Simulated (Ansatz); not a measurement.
# How fast states decay through IBrCl2, part 2 of 2

Wanted: the relaxed cell of IBrCl2, its band edges and its decay constants. It is built by putting I for part of the Br in the BrCl structure of space group Cmc2_1, with the volume rescaled by atomic radii. The parent structure comes from the Materials Project.

Ansatz 0.2.0; r2SCAN DFT, plane waves, PAW files (the session's first sound run).

So far, gap on path (eV): step 3 (the bulk crystal and its band edges) 1.79.

The structure was built from a prototype and need not be the compound's stable phase.

**6. Band edges at another level, cutoff 420 eV**

This step: PBEsol DFT, plane waves, PAW files (Ansatz 0.2.0).

The edges again with PBEsol, at the same atoms. Against that run the cutoff is 420 eV against 500.

File input.yaml:

```yaml
crystal:
  lattice:
    - [3.4773127206, -2.4700975734, -0.0076272766]
    - [3.4773127206, 2.4700975734, 0.0076272766]
    - [0.0, 0.0237185812, 7.9816904828]
  atoms:
    - { symbol: I, position: [0.0003510575, 0.9996489425, 0.6252909707] }
    - { symbol: Br, position: [0.999858954, 0.000141046, 0.1250024719] }
    - { symbol: Cl, position: [0.6993256925, 0.3006743075, 0.3615668356] }
    - { symbol: Cl, position: [0.300464296, 0.699535704, 0.8881397218] }
kpoints:
  mp_grid: { grid: [6, 6, 4] }
  band_path: { path: [VBM, CBM], npoints: 30 }
scf:
  occupations: { method: fixed }
hamiltonian:
  xc: pbesol
output:
  eigenvalues: true
```

The run is started by

```sh
$ ansatz run input.yaml --threads 2 --pin off --max-ram 4096MiB --backend cpu --events-out ev --progress --plain --runs-dir out
```

Run time: 9.8 s. Hardware: 2 threads of AMD EPYC 9R45, shared host; peak memory 0.47 GiB; 19 s of CPU time.

This step gave:

* free energy: -12290.7552 eV
* Fermi energy: 2.115 eV
* gap on the k-mesh: 1.526 eV
* gap on path: 1.493 eV, by band count; negative where bands overlap
* direct gap on path: 1.551 eV

The electronic bands at the labelled points (eV, zero at the Fermi level (highest filled level under fixed occupations); v1 is the highest filled band, c1 the lowest empty one):

| point | v4 | v3 | v2 | v1 | c1 | c2 | c3 | c4 |
| --- | --- | --- | --- | --- | --- | --- | --- | --- |
| VBM | -1.67 | -0.82 | -0.65 | 0.00 | 1.55 | 2.64 | 5.40 | 6.25 |
| halfway | -1.59 | -0.84 | -0.65 | -0.03 | 1.52 | 2.63 | 5.51 | 6.40 |
| CBM | -1.48 | -0.88 | -0.66 | -0.10 | 1.49 | 2.62 | 5.79 | 6.83 |

The searched edges give 1.49 eV, under the 1.53 eV of the mesh, which misses an edge.

Between step 3 and this run (PBEsol and cutoff 420 eV) the value for the gap on path moves from 1.79 eV to 1.49 eV.

**7. Complex bands at another level, cutoff 420 eV**

This step: PBEsol DFT, plane waves, PAW files; complex bands by layer matching along the plane's normal (Ansatz 0.2.0).

The complex bands at that level, over its own gap, at (0, 0) and (-0.0573, -0.1979).

File input.yaml:

```yaml
crystal:
  lattice:
    - [7.981725724, 0.0, 0.0]
    - [-0.029934822, 4.940128004, 0.0]
    - [-0.014967411, 2.470064002, 3.477312721]
  atoms:
    - { symbol: I, position: [0.6252909707, 0.0003510575, 0.0] }
    - { symbol: Br, position: [0.1250024719, 0.999858954, 0.0] }
    - { symbol: Cl, position: [0.3615668356, 0.6993256925, 0.0] }
    - { symbol: Cl, position: [0.8881397218, 0.300464296, 0.0] }
kpoints:
  mp_grid: { grid: [4, 8, 8] }
scf:
  occupations: { method: fixed }
hamiltonian:
  xc: pbesol
output:
  eigenvalues: true
  transmission:
    leads: [[0, 0]]
    kpoints: [[0.0, 0.0], [-0.0573, -0.1979]]
    e_range: [-1.0, 2.49]
    de: 0.06
```

The job ended after 39 s (2 threads; peak memory 0.99 GiB).

This step gave:

| Property | Result |
| --- | --- |
| free energy | -12290.7553 eV |
| gap on the k-mesh | 1.523 eV |
| level to which the leads are filled | 0.7613 eV from the Fermi level |
| decay constant at the filling level, zone centre | 0.3478 Å⁻¹ |
| decay constant at the filling level, slowest listed point | 0.345 Å⁻¹ |

K parallel (0, 0); values up to 1.5 1/Å, a degenerate pair printed once or twice; energies at which all values exceed this have no row. Im kz of the slowest decaying states against energy, zero at the highest filled level on the SCF mesh:

| energy (eV) | decay 1 (Å⁻¹) | decay 2 (Å⁻¹) | decay 3 (Å⁻¹) | decay 4 (Å⁻¹) |
| --- | --- | --- | --- | --- |
| -1.00 | 0.446 | 0.529 | 0.559 | 0.780 |
| -0.88 | 0.0799 | 0.465 | 0.507 | 0.726 |
| -0.70 | 0.368 | 0.404 | 0.466 | 0.797 |
| -0.58 | 0.347 | 0.363 | 0.437 | 0.466 |
| -0.46 | 0.333 | 0.442 | 0.489 | 0.509 |
| -0.28 | 0.218 | 0.472 | 0.508 | 0.596 |
| -0.16 | 0.488 | 0.517 | 0.630 | 0.870 |
| -0.04 | 0.352 | 0.501 | 0.524 | 0.656 |
| 0.02 | 0.0789 | 0.415 | 0.506 | 0.527 |
| 0.14 | 0.191 | 0.497 | 0.516 | 0.533 |
| 0.26 | 0.245 | 0.524 | 0.537 | 0.551 |
| 0.38 | 0.281 | 0.529 | 0.541 | 0.591 |
| 0.56 | 0.320 | 0.535 | 0.545 | 0.633 |
| 0.68 | 0.339 | 0.536 | 0.548 | 0.655 |
| 0.80 | 0.356 | 0.535 | 0.550 | 0.672 |
| 0.92 | 0.369 | 0.532 | 0.551 | 0.686 |
| 1.10 | 0.385 | 0.520 | 0.552 | 0.703 |
| 1.22 | 0.394 | 0.505 | 0.553 | 0.712 |
| 1.34 | 0.401 | 0.478 | 0.553 | 0.719 |
| 1.52 | 0.360 | 0.410 | 0.552 | 0.709 |
| 1.64 | 0.414 | 0.513 | 0.540 | 0.551 |
| 1.76 | 0.417 | 0.490 | 0.549 | 0.596 |
| 1.94 | 0.420 | 0.547 | 0.563 | 0.650 |
| 2.06 | 0.421 | 0.544 | 0.582 | 0.672 |
| 2.18 | 0.422 | 0.542 | 0.565 | 0.591 |
| 2.36 | 0.312 | 0.421 | 0.537 | 0.596 |
| 2.48 | 0.419 | 0.533 | 0.598 | 0.738 |

K parallel (-0.0573, -0.1979); values up to 1.5 1/Å, a degenerate pair printed once or twice; energies at which all values exceed this have no row. The Im kz of the slowest decaying states by energy, zero at the highest filled level on the SCF mesh:

| energy (eV) | decay 1 (Å⁻¹) | decay 2 (Å⁻¹) | decay 3 (Å⁻¹) | decay 4 (Å⁻¹) |
| --- | --- | --- | --- | --- |
| -1.0000 | 0.338 | 0.388 | 0.519 | 0.790 |
| -0.7600 | 0.150 | 0.354 | 0.545 | 0.833 |
| -0.5200 | 0.268 | 0.306 | 0.563 | 0.870 |
| -0.2200 | 0.362 | 0.577 | 0.905 | 0.922 |
| 0.0200 | 0.212 | 0.407 | 0.416 | 0.585 |
| 0.2600 | 0.301 | 0.459 | 0.531 | 0.591 |
| 0.5000 | 0.334 | 0.489 | 0.595 | 0.598 |
| 0.7400 | 0.345 | 0.511 | 0.596 | 0.637 |
| 0.9800 | 0.339 | 0.528 | 0.592 | 0.657 |
| 1.2200 | 0.305 | 0.542 | 0.583 | 0.657 |
| 1.5200 | 0.523 | 0.570 | 0.585 | 0.774 |
| 1.7600 | 0.483 | 0.484 | 0.606 | 0.721 |
| 2.0000 | 0.505 | 0.589 | 0.618 | 0.647 |
| 2.2400 | 0.489 | 0.541 | 0.616 | 0.617 |

At the listed wavevectors the last open channel is at -0.04 eV and the next at +1.52 eV on the grid. At +0.74 eV, the grid energy nearest the filling level (the middle of the gap on the SCF mesh), the slowest state at the listed wavevectors decays with κ = 0.345 Å⁻¹, its amplitude falling by e over 2.9 Å; the first such run, plane (010), gave 0.380 Å⁻¹.

**8. Summary of results**

* band gap: 1.79 eV
* least decay constant at mid-gap, normal to (010): 0.380 Å⁻¹
* least decay constant at mid-gap, normal to (001): 0.271 Å⁻¹
* least decay constant, PBEsol: 0.345 Å⁻¹

What this shows: With r2SCAN, the slowest decay at the wavevectors tried is κ = 0.271 Å⁻¹, normal to (001). Through such a film the transmission near mid-gap falls as exp(−2κd), a factor of ten every 4.3 Å. The decay depends on direction: 1.4 times faster normal to (010). A free electron under a barrier of half the gap would need a mass of 0.31 mₑ to decay at this rate. The slowest decay isn't at the zone centre. With PBEsol the gap goes from 1.79 to 1.49 eV and the decay constant, over the first 2 listed wavevectors, from 0.380 to 0.345 Å⁻¹. The compound is made up by substitution; its stability against other phases and against distortions of the cell's symmetry was not tested. r2SCAN still narrows gaps, if less than LDA and GGA do, while spin-orbit coupling, left out here, narrows them in compounds of heavy elements, so the error in κ can go either way.

[Logs are printed without paths, hosts, clocks, repeated set-up lines and the standing remarks that a program may print on its own settings, such as how far it seeks lower states.]

[Hosts, paths, dates, database ids (printed as entryN), source tags and the programs' standing remarks are cut or masked in the printed files.]
